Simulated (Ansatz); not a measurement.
Planning a run of Ansatz 0.2.0 on SiO2 (I-42d). The input:

```yaml
crystal:
  lattice:
    - [-2.37405, 2.37405, 3.744]
    - [2.37405, -2.37405, 3.744]
    - [2.37405, 2.37405, -3.744]
  atoms:
    - { symbol: Si, position: [0.0, 0.0, 0.0] }
    - { symbol: Si, position: [0.75, 0.25, 0.5] }
    - { symbol: O, position: [0.99838, 0.625, 0.87338] }
    - { symbol: O, position: [0.375, 0.24838, 0.37338] }
    - { symbol: O, position: [0.75162, 0.125, 0.12662] }
    - { symbol: O, position: [0.875, 0.00162, 0.62662] }
kpoints:
  mp_grid: { grid: [4, 4, 4] }
  band_path:
    path:
      - [0.0, 0.0, 0.0]
      - [0.0, 0.0, 0.5]
      - [0.25, 0.25, 0.25]
      - [0.0, 0.5, 0.0]
      - [0.5, 0.5, -0.5]
      - [0.35051897, 0.64948103, -0.35051897]
      - [-0.35051897, 0.35051897, 0.35051897]
      - [-0.20103795, 0.20103795, 0.5]
    npoints: 1
hamiltonian:
  xc: hse06
  pseudopotentials: { kind: paw, azcp: { folder: soft_1 } }
scf:
  occupations: { method: fixed }
  n_extra_bands: 6
output:
  eigenvalues: true
```

```sh
ansatz run input.yaml --threads 4 --pin off --max-ram 138240MiB --backend cuda --events-out ev --progress --plain --runs-dir out --devices 1 --max-vram 26GiB
```

**Question.** How long will it take on 1 × NVIDIA H100 80GB HBM3 (shared by 3 runs) with 4 threads of AMD EPYC 7R13 (Zen 3), shared host, and how much memory?

It took 24 s; on shared hardware allow 12 s to 47 s. Peak host memory was 1.2 GiB. The sizes that set the cost: 1637 plane waves a state, 13 irreducible k points and 14 SCF cycles.

Exact exchange couples every pair of k points and filled bands, so it costs far more than a semilocal run.

[Paths, hosts, dates, memory and timing lines, banners, echoed tables and standing remarks are left out of the program output.]

[Logs are printed without paths, hosts, clocks, repeated set-up lines and the standing remarks that a program may print on its own settings, such as how far it seeks lower states.]

[Runs of the session that timed out or met a known fault of the program may be left out.]

[Cells called generated may have been cut or substituted from an entry of the Crystallography Open Database or the Materials Project.]

[Hosts, paths, dates, database ids (printed as entryN), source tags and the programs' standing remarks are cut or masked in the printed files.]
